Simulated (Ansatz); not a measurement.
# RbVS3 (model cell, started as cubic perovskite with V in the octahedra): phonons and vibrational spectra, part 2 of 2

Aim: the phonons of RbVS3 (model cell, started as cubic perovskite with V in the octahedra) at a cell relaxed beforehand at this level. After the zone centre comes a 4×4×4 q mesh on a 8×8×8 k mesh.

Ansatz 0.2.0; DFT PBEsol, scalar-relativistic, plane waves, PAW; PAW set soft_1.

So far. Step 2 (Linear response at the zone centre): Before it was imposed, the acoustic sum rule was missed by 3.3e-5 eV/Å². Small misses are needed for a sound result but don't prove that mesh and cutoff are converged. The lowest optical mode is imaginary, 76.4i cm⁻¹, so the energy falls along it.

The structure was built from a prototype and need not be the compound's stable phase.

## (3) Phonons on a q mesh

Stability and thermal properties need the whole zone. Linear response on a 4×4×4 q mesh gives force constants as far as a supercell of that size would.

Input file input.yaml:

```yaml
crystal:
  lattice:
    - [4.6426622666, 0.0, 0.0]
    - [0.0, 4.6426622666, 0.0]
    - [0.0, 0.0, 4.6426622666]
  atoms:
    - { symbol: Rb, position: [0.0, 0.0, 0.0] }
    - { symbol: V, position: [0.5, 0.5, 0.5] }
    - { symbol: S, position: [0.5, 0.5, 0.0] }
    - { symbol: S, position: [0.5, 0.0, 0.5] }
    - { symbol: S, position: [0.0, 0.5, 0.5] }
kpoints:
  mp_grid: { grid: [8, 8, 8] }
hamiltonian:
  xc: pbesol
  pseudopotentials: { kind: paw, azcp: { folder: soft_1 }, xc_functional: pbe }
scf:
  occupations: { method: methfessel_paxton, width: 0.2 }
output:
  eigenvalues: true
phonons:
  method: dfpt
  qmesh: [4, 4, 4]
  temperatures: { t_max: 1000, t_step: 50 }
  qpath:
    path:
      - [[0.0, 0.0, 0.0], [0.0, 0.5, 0.0], [0.5, 0.5, 0.0], [0.0, 0.0, 0.0], [0.5, 0.5, 0.5], [0.0, 0.5, 0.0]]
      - [[0.5, 0.5, 0.5], [0.5, 0.5, 0.0]]
    npoints: 10
```

Started as:

```bash
ansatz run input.yaml --threads 4 --pin off --max-ram 16384MiB --backend cpu --events-out ev --progress --plain --runs-dir out
```

Numbers of over 12 decimals in the logs are rounded to 6 here.

The program printed:

```text
[...]
Crystal: 5 atoms, lattice volume = 100.069 Å³
Basis set: ecut = 420 eV, 1935 PW (Γ), exchange–correlation on 64×64×64 points (8 copies of the dense FFT grid, shifted against one another)
Bands: 25, of which v1, the nominal top of the filled ones, is band 20 counted from 1 (19 counted from 0)
Symmetry: 48 space group operations
k-points: 35 of 512
[...]
SCF iter   1: F=—  HF=-8761.341533 eV  |F-HF|=—  |Δ(HF+E_count)|=         —  Δρ=3.31e-2  dr2=1.73e0  ethr=3.10e-3  ⟨swp⟩=8.6  Hψ=9904  notcnv=0  defer=3
[...]
SCF iter  12: F=-8760.825600 eV  HF=-8760.825600 eV  |F-HF|=1.82e-12  |Δ(HF+E_count)|=  7.28e-12  S|Δr|=    0.00e0  Δρ=2.43e-8  dr2=6.88e-13  ethr=1.00e-12  ⟨swp⟩=14.5  Hψ=5863  notcnv=0
SCF 1 converged in 12 iterations: F = -8760.825600 eV  dr2 = 6.88e-13
[...]
iter 1 solved again at ethr=2.06e-6 eV; its pass at ethr=3.10e-3 eV (dr2=8.24e-4 eV) is discarded
SCF iter   1: F=—  HF=-8760.825599 eV  |F-HF|=—  |Δ(HF+E_count)|=         —  Δρ=3.22e-6  dr2=1.89e-8  ethr=2.06e-6  ⟨swp⟩=3.2  Hψ=6714  notcnv=0
eigensolver tolerance schedule: the retry pair's looser diagonalisation over-reported the residual by 43658.75 of it (diagonalisation noise at an unbounded share of the residual, at the tolerance the schedule requests for it); recorded, not acted on — ethr = c·dr2/N_el stays at c = 1.0e-1
[...]
SCF iter   2: F=—  HF=-8760.825600 eV  |F-HF|=—  |Δ(HF+E_count)|=   7.97e-7  S|Δr|=    0.00e0  Δρ=1.68e-6  dr2=4.78e-9  ethr=4.72e-11  ⟨swp⟩=4.1  Hψ=2717  notcnv=0
[...]
SCF iter   9: F=-8760.825600 eV  HF=-8760.825600 eV  |F-HF|=1.09e-11  |Δ(HF+E_count)|=    0.00e0  S|Δr|=    0.00e0  Δρ=6.56e-8  dr2=8.04e-12  ethr=1.00e-12  ⟨swp⟩=1.8  Hψ=2045  notcnv=0
SCF 2 converged in 9 iterations: F = -8760.825600 eV  dr2 = 8.04e-12
phonons: the bands overlap, so this run is a metal and interpolates without the dipole-dipole term. If the crystal is really an insulator or semiconductor, its LO-TO splitting is missing
NSCF: frozen V_eff on 35 k-points
WARN: eigensolver did not converge (k=8): 1 band(s) unlocked after 2 eigensolves, warm-restarted (20 sweeps on the last) at ethr=1.06e-12 eV (storage-precision floor; scheduled 1.00e-12 eV) (lowest unlocked band 29, counted from 0; max residual 1.09e-2 eV among the unlocked bands, 1.09e-2 eV over every band; other slots of this pass that fall short are told together in one closing line; warning suppressed until the next SCF loop or pass starts)
WARN: eigensolver did not converge in 6 slots of this pass, the one above among them; of largest residual over every band (k=8): 1 band(s) unlocked (lowest unlocked band 29, counted from 0; max residual 1.09e-2 eV among the unlocked bands, 1.09e-2 eV over every band); of lowest unlocked band (k=8): band 29
[...]
DFPT response loops at q = (0, 0, 0) (fractional): preconditioner auto → Kerker (q_TF=auto, 2.342 Å⁻¹) (partly filled bands, converged f_vac=0.000); β = 1.00, the filter's whole step (`scf.mixing.beta` (0.50) is not read by the response loops under this deck's `scf.mixing.preconditioner`; to damp them name `kerker` or `kerker_dos`, under which they read `scf.mixing.beta`, and type it under 1.00, their step now; both keys bind the ground state too); Broyden in place of MSR1
[...]
SCF converged after 12 iterations
[...]
Free energy (F): -8760.825600 eV
[...]
Internal energy: -8760.802918 eV  (E = F + TS)
E sigma→0 (E₀):  -8760.819929 eV
Entropy (-TS):   -0.022681 eV (-4.536 meV/atom)
Fermi energy:    7.811124 eV
[...]
--- Band table (eV; the first three rows and the last of 35) ---
  k-point 0: bands = [... 16 lower, 6.6263, 6.9190, 6.9190, 6.9190, 7.7116, 7.7116, 7.7116, 8.2491, ... 6 higher]
  k-point 1: bands = [... 16 lower, 6.4906, 6.9266, 7.0513, 7.1868, 7.1868, 7.9185, 7.9185, 8.2609, ... 6 higher]
  k-point 2: bands = [... 16 lower, 6.2013, 6.2302, 6.9450, 7.2162, 7.2162, 8.2806, 8.4113, 8.4113, ... 6 higher]
  k-point 34: bands = [... 16 lower, 3.8591, 8.1892, 8.1892, 8.1892, 9.0275, 9.0275, 9.0275, 12.8168, ... 6 higher]
--- Phonons (Γ-DFPT): 4 representative perturbations + reference (Σ response iterations 12) ---
  ASR residual: 2.390e-5 → 0.000e0 eV/Å²; symmetrization residual: 3.229e-6 eV/Å²
  ASR residual per site (eV/Å²): 7.80e-6 1.19e-5 2.39e-5 2.39e-5 2.39e-5
[...]
--- Phonons (arbitrary-q DFPT): 10 irreducible q on the 4×4×4 mesh ---
  q = [0.0000, 0.0000, 0.0000] (star 1, of the zone-centre solve; hermiticity 8.18e-7, symmetrization 1.92e-12): -76.42 -76.42 -76.42 -0.00 -0.00 0.00 126.27 126.27 126.27 147.82 147.82 147.82 303.10 303.10 303.10
  q = [0.0000, 0.0000, 0.2500] (star 6, 9 solved perturbations in 1560 linear systems a pass and spin channel, the states on 200 of 512 k-point pairs; hermiticity 5.22e-7, symmetrization 4.36e-13): -149.34 -73.18 -73.18 55.90 55.90 80.38 124.76 124.76 143.35 146.69 167.38 167.38 296.78 296.78 311.15
[...]
q = [0.0000, 0.2500, -0.5000] (star 12, 15 solved perturbations on 200 of 512 k-point pairs; hermiticity 7.97e-7, symmetrization 1.13e-7): -130.84 -85.85 80.78 81.82 91.32 131.17 148.85 149.72 170.54 187.91 196.39 220.70 250.22 276.96 358.03
[...]
sum rule: each row above includes the acoustic sum rule's correction from the zone centre's row sums; it moved no ω² by more than (0.45 cm⁻¹)²
  mesh force constants: q→R imaginary residual 6.12e-19; ASR residual 2.390e-5 → 0.000e0 eV/Å²; symmetrization residual 1.599e-14 eV/Å²
  interpolated dispersion: 62 rows × 15 modes
  density of states and harmonic sums: on the 16×16×16 q-mesh, interpolated from the force constants of a 4×4×4 supercell (no non-analytic term)
  largest difference from the sums on the solved wave vectors: F 7.69e-2 eV, S 1.03e-4 and C_V 2.80e-5 eV/K
  zero-point energy: 0.138016 eV/cell   skipped modes (ω ≤ 0): 365, of them read as no rigid motion or as one in doubt: 362 (2.167e0 modes/cell left out, lowest -248.34 cm⁻¹)   left out of the sums: 1.44e-1 of the cell's modes: C_V's classical limit lies that fraction below 3 k_B per atom; for a crystal, a wire or a layer, F and S can be off by more, and a phonons.interpolated_qmesh denser along its periods is the remedy for the sampling
```

It took 15 min on 4 threads of Arm Neoverse V1, shared host; peak memory 3.1 GiB.

Numbers from this step:

* sum-rule residual before enforcement: 2.39e-5 eV/Å²
* lowest frequency on the path: -248.3 cm⁻¹
* highest frequency on the path or at a solved wavevector: 416.6 cm⁻¹
* lowest mode on the q mesh (acoustic modes at Γ apart): -248.3 cm⁻¹

Frequencies (cm⁻¹) solved at each irreducible wavevector; negative means imaginary. Frequencies by wavevector, by row:

```
q in reciprocal lattice units  star  mode 1  mode 2  mode 3  mode 4  mode 13  mode 14  mode 15
                        0 0 0     1   -76.4   -76.4   -76.4       0    303.1    303.1    303.1
                     0 0 0.25     6  -149.3   -73.2   -73.2    55.9    296.8    296.8    311.1
                     0 0 -0.5     3   -84.2   -84.2    87.3    87.3    285.1    285.1    338.4
                  0 0.25 0.25    12  -137.4   -98.3   -75.3      61    286.2      290    332.9
                  0 0.25 -0.5    12  -130.8   -85.8    80.8    81.8    250.2      277      358
                  0 -0.5 -0.5     3  -114.4   -95.1    80.2    80.2    238.5    260.5    379.4
               0.25 0.25 0.25     8   -81.5   -81.5   -34.4    74.2    283.5    283.5    355.8
               0.25 0.25 -0.5    12   -93.4   -66.2      84    88.7    228.3    264.4    380.6
               0.25 -0.5 -0.5     6  -167.2   -76.4    85.4    85.4    222.8    240.3    401.7
               -0.5 -0.5 -0.5     1  -248.3  -248.3    89.7    89.7    241.3    241.3    416.6
```

Interpolated from a 4×4×4 q mesh. Phonon branches along the path, in cm⁻¹:

```
    point  branch 1  branch 2  branch 3  branch 4  branch 12  branch 13  branch 14  branch 15
        Γ       -76       -76       -76         0        148        303        303        303
  halfway      -149       -73       -73        56        167        297        297        311
        X       -84       -84        87        87        194        285        285        338
  halfway      -131       -86        81        82        221        250        277        358
        M      -114       -95        80        80        194        238        260        379
  halfway      -137       -98       -75        61        195        286        290        333
        Γ       -76       -76       -76         0        148        303        303        303
  halfway       -82       -82       -34        74        197        284        284        356
        R      -248      -248        90        90        241        241        241        417
  halfway       -93       -66        84        89        222        228        264        381
        X       -84       -84        87        87        194        285        285        338
jump to R      -248      -248        90        90        241        241        241        417
  halfway      -167       -76        85        85        223        223        240        402
        M      -114       -95        80        80        194        238        260        379
```

Tetrahedra on a 16×16×16 mesh, mean over bins of 10 cm-1. Interpolated from a 4×4×4 q mesh. Phonon density of states against wavenumber; read off at these points:

```
wavenumber (cm⁻¹)  phonon density of states (1/cm⁻¹/cell)
             -245                                  4.0e-5
             -225                                  3.2e-4
             -195                                  5.5e-4
             -175                                  6.9e-4
             -155                                 0.00114
             -135                                 0.00986
             -105                                  0.0239
              -95                                  0.0448
              -85                                  0.0384
              -65                                 0.00945
              -45                                  0.0043
              -15                                 0.00271
                5                                 0.00245
               25                                 0.00426
               55                                  0.0129
               75                                  0.0509
               85                                   0.131
               95                                  0.0678
              115                                  0.0445
              125                                  0.0968
              145                                  0.0643
              165                                  0.0539
              185                                  0.0645
              215                                  0.0396
              235                                  0.0373
              255                                 0.00899
              275                                  0.0271
              285                                  0.0501
              305                                 0.00893
              325                                 0.00724
              345                                  0.0133
              365                                  0.0118
              395                                  0.0055
              415                                 0.00288
```

The partial phonon density of states has structure finer than the step of the table below, so its rows give means over 20 cm⁻¹, whole bins alone (the curve runs from -243 to 439 cm⁻¹). Peaks (cm⁻¹: height): Rb 87.2: 0.109, 130.1: 0.0154; S 82.9: 0.0123, 130.1: 0.0704, 190.1: 0.0447, 288.8: 0.0472; V -93.0: 0.0428, 160.1: 0.0150, 190.1: 0.0302.

Phonopy on the run's constants, 13x13x13 mesh, Gaussian sigma 4.9 cm-1. Interpolated from a 4×4×4 q mesh. Table of partial phonon density of states by wavenumber; means over each step; values in 1/cm⁻¹/cell:

```
wavenumber (cm⁻¹)       Rb        S        V
             -220        0   5.0e-4   1.8e-6
             -200        0   1.6e-4   3.0e-7
             -180        0  0.00109   3.4e-5
             -160   3.3e-6   7.2e-4   6.4e-4
             -140   4.2e-5  0.00255  0.00627
             -120   4.7e-5  0.00405   0.0133
             -100   1.1e-4  0.00484   0.0301
              -80   1.1e-4  0.00353   0.0246
              -60   1.1e-4  0.00377  0.00579
              -40   8.1e-5  0.00136  0.00220
              -20   2.4e-5   3.4e-4   8.2e-4
                0   7.3e-5   2.6e-4   1.5e-4
               20   7.9e-4  0.00233  0.00163
               40  0.00275  0.00275  0.00203
               60   0.0115  0.00538  0.00275
               80   0.0702   0.0105  0.00395
              100   0.0385  0.00775   9.7e-4
              120  0.00851   0.0512  0.00487
              140  0.00848   0.0571  0.00800
              160  0.00396   0.0400   0.0118
              180  0.00208   0.0375   0.0142
              200  0.00143   0.0363   0.0131
              220   8.4e-4   0.0340  0.00104
              240   4.0e-4   0.0201   4.3e-4
              260   1.2e-5   0.0126   2.3e-4
              280   2.2e-5   0.0358   3.2e-4
              300   4.1e-5   0.0261   2.8e-4
              320   1.2e-6  0.00704   4.3e-5
              340        0   0.0116   1.1e-4
              360        0   0.0116   8.6e-5
              380        0   0.0102   7.7e-5
              400        0  0.00514   4.2e-5
              420        0  0.00165   8.3e-6
```

Symmetry leaves 10 wavevectors to solve. The lowest mode among them, the acoustic zeros apart, lies at q = (-0.5, -0.5, -0.5) and is imaginary, 248.3i cm⁻¹, so the energy falls along it.

## (4) Results

* space group (within 0.01 Å): Pm-3m
* volume per atom: 20.0 Å³
* electronic character: no gap on this mesh
* highest optical mode at the zone centre (no LO-TO term): 303 cm⁻¹
* lowest optical zone-centre mode: -76.4 cm⁻¹
* lowest mode on the q mesh (acoustic modes at Γ apart): -248 cm⁻¹
* highest frequency on the path or at a solved wavevector: 417 cm⁻¹
* imaginary modes on the 4×4×4 q mesh: yes

Modes are clearly imaginary (beyond 10i cm⁻¹) at 10 of the 10 irreducible wavevectors, most at q = (-0.5, -0.5, -0.5) (248.3i cm⁻¹), so this structure is not a minimum of the energy. The optical modes at Γ span -76 to 303 cm⁻¹ (negative means imaginary). The highest mode in this list at Γ, 303.1 cm⁻¹, is mostly motion of S (97 % of the kinetic energy). With no gap, or one that is small against the smearing, the frequencies hang on the k mesh and the smearing, most of all near Kohn anomalies. The phonon runs are without spin polarisation, although V often carries a moment. The PAW files were made for PBE and serve the other functionals too. A phonon run warned that its eigensolver left some bands unconverged in a pass. The starting cell was built on a prototype and not taken from a measurement, so the phase need not exist. These are harmonic frequencies at zero temperature: anharmonic shifts, linewidths and thermal expansion are left out.

[Logs are printed without paths, hosts, clocks, repeated set-up lines and the standing remarks that a program may print on its own settings, such as how far it seeks lower states.]

[Hosts, paths, dates, database ids (printed as entryN), source tags and the programs' standing remarks are cut or masked in the printed files.]
